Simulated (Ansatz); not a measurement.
# HfB2 (P6/mmm): zone-centre modes under pressure, part 2 of 2

Aim: how do the optical modes of HfB2 (P6/mmm) move with volume?

Ansatz 0.2.0; DFT LDA, scalar-relativistic, plane waves, PAW; PAW set soft_1.

So far, highest optical mode at the zone centre (no LO-TO term) (cm⁻¹): step 5 (modes at rest) 833.

### 6. A member of the series: 1.06 times the volume at rest

The cell is set to 1.06 times the volume at rest, and shape and atoms relax at that volume.

input.yaml

```yaml
crystal:
  lattice:
    - [3.1603505332, 0.0, 0.0]
    - [-1.5801752666, 2.7369438467, 0.0]
    - [0.0, 0.0, 3.4970696521]
  atoms:
    - { symbol: B, position: [0.3333333333, 0.6666666667, 0.5] }
    - { symbol: B, position: [0.6666666667, 0.3333333333, 0.5] }
    - { symbol: Hf, position: [0.0, 0.0, 0.0] }
kpoints:
  mp_grid: { grid: [15, 15, 12] }
hamiltonian:
  xc: lda
  pseudopotentials: { kind: paw, azcp: { folder: soft_1 }, xc_functional: pbe }
scf:
  occupations: { method: methfessel_paxton, width: 0.2 }
output:
  forces: true
  stress: true
  eigenvalues: true
relax:
  adjacent_minimum: "off"
  f_tol: 0.001
  max_steps: 60
  cell: { stress_tol: 0.01, fix: [volume] }
```

The run is started by

```bash
ansatz run input.yaml --threads 4 --pin off --max-ram 10240MiB --backend cpu --events-out ev --progress --plain --runs-dir out
```

Numbers of over 12 decimals in the logs are rounded to 6 here.

Output:

```text
[...]
Crystal: 3 atoms, lattice volume = 30.249 Å³
Basis set: ecut = 420 eV, 563 PW (Γ)
Bands: 20, of which v1, the nominal top of the filled ones, is band 16 counted from 1 (15 counted from 0)
Symmetry: 24 space group operations
[...]
k-points: 189 of 2700
[...]
k-point 188: bands = [... 12 lower, 9.6211, 13.1126, 15.4159, 15.4159, 22.7387, 23.7401, 25.2201, 25.2201]
--- Relaxed structure (3 steps of the walk, 3 accepted, 1 SCFs on fresh bases) ---
[...]
cell:  # Å, volume = 30.2486 Å³
    - [3.158535, 0.0, 0.0]
    - [-1.579267, 2.735371, 0.0]
    - [0.0, 0.0, 3.501091]
  atoms:
    - { symbol: B, position: [0.333333, 0.666667, 0.500000] }
    - { symbol: B, position: [0.666667, 0.333333, 0.500000] }
    - { symbol: Hf, position: [0, 0, 0.0] }
[key lines of the parts left out:]
SCF converged after 6 iterations
Free energy (F): -15780.251780 eV
Fermi energy:    18.528451 eV
P = ⅓ Tr σ = -14.2252 GPa (-142.252 kbar)
```

The job ended after 4.1 s (4 threads of INTEL XEON PLATINUM 8581C at 2.10GHz (Emerald Rapids), shared host; peak memory 0.48 GiB; 14 s of CPU time).

Relaxation path:

```csv
step,energy less that of the first step (eV),largest force component (eV/Å),pressure (GPa),volume (Å³)
1,0.0000,0.0000,-14.26,30.25
2,-0.0001,0.0000,-14.21,30.25
3,-0.0001,0.0000,-14.22,30.25
4*,-0.0001,0.0000,-14.23,30.25
```

Relaxation steps marked * repeat the geometry before them on a plane-wave basis chosen anew for their cell, so energy and pressure can jump there.

The run keeps the 24 symmetry operations that it works with, so distortions that break them were not tested.

```csv
"conventional cell, symmetrised",before,after,change
a (Å),3.160,3.159,-0.1 %
b (Å),3.160,3.159,-0.1 %
c (Å),3.497,3.501,+0.1 %
volume (Å³/atom),10.08,10.08,+0.0 %
```

The relaxed structure:

```xyz
3
Lattice="3.1585 0.0000 0.0000 -1.5793 2.7354 0.0000 0.0000 0.0000 3.5011" Properties=species:S:1:pos:R:3 pbc="T T T"
B     0.0000    1.8236    1.7505
B     1.5793    0.9118    1.7505
Hf    0.0000    0.0000    0.0000
```

This step gave:

```
pressure        : -14.23 GPa
volume per atom : 10.08 Å³
```

The forces vanish by symmetry, at a pressure of -14.23 GPa.

### 7. Modes of this member: 1.06 times the volume at rest

The zone-centre modes follow for 1.06 times the volume at rest.

input.yaml, the sections that differ from step 6:

```yaml
crystal:
  lattice:
    - [3.1585348588, 0.0, 0.0]
    - [-1.5792674294, 2.7353714264, 0.0]
    - [0.0, 0.0, 3.5010913681]
  atoms:
    - { symbol: B, position: [0.3333333333, 0.6666666667, 0.5] }
    - { symbol: B, position: [0.6666666667, 0.3333333333, 0.5] }
    - { symbol: Hf, position: [0.0, 0.0, 0.0] }
output:
  eigenvalues: true
phonons:
  method: dfpt
# kpoints, hamiltonian, scf: as in step 6
# relax: removed
```

Output:

```text
[...]
Crystal: 3 atoms, lattice volume = 30.249 Å³
Basis set: ecut = 420 eV, 563 PW (Γ), exchange–correlation on 48×48×48 points (8 copies of the dense FFT grid, shifted against one another)
Bands: 20, of which v1, the nominal top of the filled ones, is band 16 counted from 1 (15 counted from 0)
Symmetry: 24 space group operations
k-points: 448 of 2700 (irreducible under 4 space group operations, time reversal used)
[...]
SCF iter   1: F=—  HF=-15780.836060 eV  |F-HF|=—  |Δ(HF+E_count)|=         —  Δρ=6.25e-2  dr2=1.90e0  ethr=3.10e-3  ⟨swp⟩=4.3  Hψ=35340  notcnv=0
[...]
SCF iter  10: F=-15780.251781 eV  HF=-15780.251781 eV  |F-HF|=0.00e0  |Δ(HF+E_count)|=  3.64e-12  S|Δr|=    0.00e0  Δρ=4.71e-8  dr2=4.08e-13  ethr=1.00e-12  ⟨swp⟩=4.3  Hψ=69452  notcnv=0
SCF 1 converged in 10 iterations: F = -15780.251781 eV  dr2 = 4.08e-13
[...]
SCF converged after 10 iterations
[...]
Free energy (F): -15780.251781 eV
[...]
Internal energy: -15780.252253 eV  (E = F + TS)
E sigma→0 (E₀):  -15780.251899 eV
Entropy (-TS):   0.000472 eV (0.157 meV/atom)
Fermi energy:    18.528451 eV
[...]
--- Band table (eV; the first three rows and the last of 448) ---
  k-point 0: bands = [... 12 lower, 15.5431, 15.6572, 15.6572, 15.8431, 22.3414, 22.3414, 22.9864, 22.9864]
  k-point 1: bands = [... 12 lower, 14.6380, 15.7275, 15.7275, 16.7051, 21.5869, 21.5869, 22.7582, 22.7582]
  k-point 2: bands = [... 12 lower, 13.5650, 15.9353, 15.9353, 17.6733, 20.6281, 20.6281, 22.1555, 22.1555]
  k-point 447: bands = [... 12 lower, 11.4284, 13.4947, 14.0905, 15.6618, 22.3348, 23.5370, 23.7180, 24.8888]
[...]
ASR residual: 7.081e-6 → 0.000e0 eV/Å²; symmetrization residual: 7.065e-7 eV/Å²
  ASR residual per site (eV/Å²): 2.69e-6 2.69e-6 7.08e-6
  Γ frequencies (cm⁻¹): 0.00 0.00 0.00 420.39 420.39 432.74 531.99 768.82 768.82
[...]
```

Wall time 19 s (4 threads); peak memory 1.2 GiB.

Numbers from this step:

| Property | Result |
| --- | --- |
| sum-rule residual before enforcement | 7.08e-6 eV/Å² |
| highest optical mode at the zone centre (no LO-TO term) | 768.8 cm⁻¹ |
| lowest optical zone-centre mode | 420.4 cm⁻¹ |

Patterns of degenerate modes are one choice out of their space. The modes at Γ (shares of kinetic energy by element, %):

```csv
mode,frequency (cm⁻¹),symmetry,B %,Hf %
1,0.0,acoustic,11,89
2,0.0,acoustic,11,89
3,0.0,acoustic,11,89
4,420.4,E1u,89,11
5,420.4,E1u,89,11
6,432.7,A2u,89,11
7,532.0,B1g,100,0
8,768.8,E2g,100,0
9,768.8,E2g,100,0
```

The lowest optical mode is real, 420 cm⁻¹, and the highest lies at 768.8 cm⁻¹.

Between step 5 and this run (volume ratio 1.06) the value for the highest optical mode at the zone centre (no LO-TO term) moves from 833 cm⁻¹ to 769 cm⁻¹ (-8 %).

### 8. Relaxation of a member: 0.9 times the volume at rest

The cell is set to 0.9 times the volume at rest, and shape and atoms relax at that volume.

input.yaml, the sections that differ from step 7:

```yaml
crystal:
  lattice:
    - [3.0015795207, 0.0, 0.0]
    - [-1.5007897604, 2.5994441164, 0.0]
    - [0.0, 0.0, 3.2916354454]
  atoms:
    - { symbol: B, position: [0.3333333333, 0.6666666667, 0.5] }
    - { symbol: B, position: [0.6666666667, 0.3333333333, 0.5] }
    - { symbol: Hf, position: [0.0, 0.0, 0.0] }
output:
  forces: true
  stress: true
  eigenvalues: true
relax:
  adjacent_minimum: "off"
  f_tol: 0.001
  max_steps: 60
  cell: { stress_tol: 0.01, fix: [volume] }
# kpoints, hamiltonian, scf: as in step 7
# phonons: removed
```

Output:

```text
[...]
Crystal: 3 atoms, lattice volume = 25.683 Å³
Basis set: ecut = 420 eV, 503 PW (Γ)
Bands: 20, of which v1, the nominal top of the filled ones, is band 16 counted from 1 (15 counted from 0)
Symmetry: 24 space group operations
[...]
k-points: 189 of 2700
[...]
--- Relaxed structure (3 steps of the walk, 3 accepted, 1 SCFs on fresh bases) ---
[...]
cell:  # Å, volume = 25.6828 Å³
    - [3.002837, 2.8879625397184886e-11, 0]
    - [-1.501419, 2.600533, 0]
    - [0, 0, 3.288879]
  atoms:
    - { symbol: B, position: [0.333333, 0.666667, 0.500000] }
    - { symbol: B, position: [0.666667, 0.333333, 0.500000] }
    - { symbol: Hf, position: [0, 0, 0.0] }
[key lines of the parts left out:]
SCF converged after 6 iterations
Free energy (F): -15780.042162 eV
Fermi energy:    21.860109 eV
P = ⅓ Tr σ = 35.3967 GPa (353.967 kbar)
```

Wall time 3.8 s (4 threads); peak memory 0.48 GiB; 13 s of CPU time.

Little changed from the start: no atom moved by 0.005 Å and no cell edge by 0.1 %.

This step gave:

```
pressure        : 35.40 GPa
volume per atom : 8.561 Å³
```

The forces vanish by symmetry, at a pressure of 35.40 GPa.

### 9. Modes of this member: 0.9 times the volume at rest

The zone-centre modes follow for 0.9 times the volume at rest.

input.yaml, the sections that differ from step 8:

```yaml
crystal:
  lattice:
    - [3.0028371968, 0.0, 0.0]
    - [-1.5014185984, 2.6005332958, 0.0]
    - [0.0, 0.0, 3.2888787564]
  atoms:
    - { symbol: B, position: [0.3333333333, 0.6666666667, 0.5] }
    - { symbol: B, position: [0.6666666667, 0.3333333333, 0.5] }
    - { symbol: Hf, position: [0.0, 0.0, 0.0] }
output:
  eigenvalues: true
phonons:
  method: dfpt
# kpoints, hamiltonian, scf: as in step 8
# relax: removed
```

Output:

```text
[...]
Crystal: 3 atoms, lattice volume = 25.683 Å³
Basis set: ecut = 420 eV, 503 PW (Γ), exchange–correlation on 48×48×48 points (8 copies of the dense FFT grid, shifted against one another)
Bands: 20, of which v1, the nominal top of the filled ones, is band 16 counted from 1 (15 counted from 0)
Symmetry: 24 space group operations
k-points: 448 of 2700 (irreducible under 4 space group operations, time reversal used)
[...]
k-point 2: bands = [... 12 lower, 16.7221, 18.8500, 18.8500, 21.0641, 24.2629, 24.2629, 26.2565, 26.2565]
  k-point 447: bands = [... 12 lower, 14.1739, 16.5166, 17.3618, 18.7207, 26.6437, 28.0244, 28.2469, 29.4011]
[...]
ASR residual: 4.013e-5 → 0.000e0 eV/Å²; symmetrization residual: 7.484e-7 eV/Å²
  ASR residual per site (eV/Å²): 2.01e-5 2.01e-5 4.01e-5
  Γ frequencies (cm⁻¹): 0.00 0.00 0.00 526.66 526.66 582.01 647.52 953.93 953.93
[...]
[key lines of the parts left out:]
SCF converged after 10 iterations
Free energy (F): -15780.042163 eV
Fermi energy:    21.860109 eV
```

Wall time 17 s (4 threads); peak memory 1.1 GiB; 62 s of CPU time.

This step gave:

| Quantity | Value |
| --- | --- |
| sum-rule residual before enforcement | 4.01e-5 eV/Å² |
| highest optical mode at the zone centre (no LO-TO term) | 953.9 cm⁻¹ |
| lowest optical zone-centre mode | 526.7 cm⁻¹ |

Patterns of degenerate modes are one choice out of their space. Modes at Γ, with each element's share of the kinetic energy:

```csv
mode,frequency (cm⁻¹),symmetry,B %,Hf %
1,0.0,acoustic,11,89
2,0.0,acoustic,11,89
3,0.0,acoustic,11,89
4,526.7,E1u,89,11
5,526.7,E1u,89,11
6,582.0,A2u,89,11
7,647.5,B1g,100,0
8,953.9,E2g,100,0
9,953.9,E2g,100,0
```

Displacements in mode 4 (526.7 cm⁻¹), the largest set to 1:
```
B1   0.41  1.00  0.00
B2   0.41  1.00  0.00
Hf3 -0.05 -0.12  0.00
```

Displacements in mode 8 (953.9 cm⁻¹), the largest set to 1:
```
B1   0.00  1.00  0.00
B2   0.00 -1.00  0.00
Hf3  0.00  0.00  0.00
```

The lowest optical mode is real, 527 cm⁻¹, and the highest lies at 953.9 cm⁻¹.

Between step 5 and this run (volume ratio 0.9) the value for the highest optical mode at the zone centre (no LO-TO term) moves from 833 cm⁻¹ to 954 cm⁻¹ (+15 %).

### 10. The series together

The members are set side by side, also those not shown above.

Each row is one cell with its response, relaxed at fixed volume as far as symmetry leaves anything free; energies are extrapolated to zero smearing, and E0 is that at rest; shape and atoms are relaxed in each cell where symmetry leaves them free; all runs use 15×15×12 k points and Methfessel-Paxton smearing of 0.2 eV. State of the crystal along the series:

```csv
volume ratio,V (Å³/atom),pressure (GPa),E - E0 (meV/atom),first cell vector (Å),third cell vector (Å)
0.9,8.561,35.4,96.44,3.003,3.289
0.92,8.751,26.84,59.57,3.024,3.316
0.94,8.941,19.11,32.37,3.044,3.343
0.96,9.132,12.1,13.91,3.064,3.369
0.98,9.322,5.755,3.364,3.084,3.396
0.99,9.417,2.808,0.8255,3.093,3.409
1,9.512,0.004083,0,3.103,3.422
1.02,9.702,-5.209,3.135,3.122,3.449
1.04,9.893,-9.937,12.17,3.14,3.475
1.06,10.08,-14.22,26.56,3.159,3.501
```

Each mode is tracked from rest by its pattern, and modes that stay within 0.3 cm⁻¹ of each other stand once; shape and atoms are relaxed in each cell where symmetry leaves them free; all runs use 15×15×12 k points and Methfessel-Paxton smearing of 0.2 eV. Optical modes along the series:

```csv
V (Å³/atom),mode 4 E1u (cm⁻¹),mode 6 A2u (cm⁻¹),mode 7 B1g (cm⁻¹),mode 8 E2g (cm⁻¹)
8.561,526.7,582,647.5,953.9
8.751,512,561.5,631.8,927.9
8.941,497.7,541.5,616.5,902.8
9.132,483.9,522.2,601.6,878.6
9.322,470.4,503.4,587,855.2
9.417,463.9,494.1,579.8,843.8
9.512,457.4,485,572.8,832.5
9.702,444.7,467.2,558.9,810.6
9.893,432.4,449.8,545.3,789.4
10.08,420.4,432.7,532,768.8
```

From cubic fits (parabolas where under five rows exist) of ln ω and P against ln V through the rows within about 4 % of rest: γ = −d ln ω / d ln V and dω/dP = γ ω / B. Slopes at rest:

```csv
mode,fitted frequency at rest (cm⁻¹),Grüneisen parameter γ,dω/dP (cm⁻¹/GPa)
mode 4 E1u,457.4,1.41,2.35
mode 6 A2u,485,1.86,3.3
mode 7 B1g,572.8,1.23,2.57
mode 8 E2g,832.5,1.34,4.07
```

### 11. Summary of results

* members: 10
* highest optical mode at the zone centre (no LO-TO term), at rest: 832.5 cm⁻¹
* bulk modulus at rest: 274 GPa
* mode 4 E1u, γ: 1.41
* mode 6 A2u, γ: 1.86
* mode 7 B1g, γ: 1.23
* mode 8 E2g, γ: 1.34

In words: The series spans -14.2 to 35.4 GPa, and the slope at rest gives a bulk modulus of 274 GPa. Among the modes in the table of slopes γ runs from 1.23 (mode 7 B1g) to 1.86 (mode 6 A2u). One k mesh and one cutoff serve the ground states and modes of all volumes. These are harmonic frequencies at zero temperature: anharmonic shifts, linewidths and thermal expansion are left out. Spin-orbit coupling is left out, which can matter for the heavy elements here. With no gap, or one that is small against the smearing, the frequencies hang on the k mesh and the smearing, most of all near Kohn anomalies. The PAW files were made for PBE; the program adapts parts of them to the functional of the run, but their partial waves stay those of PBE, an approximation that was not tested in this session. Only the zone centre was solved, so an instability at another wavevector cannot show here.

[Logs are printed without paths, hosts, clocks, repeated set-up lines and the standing remarks that a program may print on its own settings, such as how far it seeks lower states.]

[Hosts, paths, dates, database ids (printed as entryN), source tags and the programs' standing remarks are cut or masked in the printed files.]
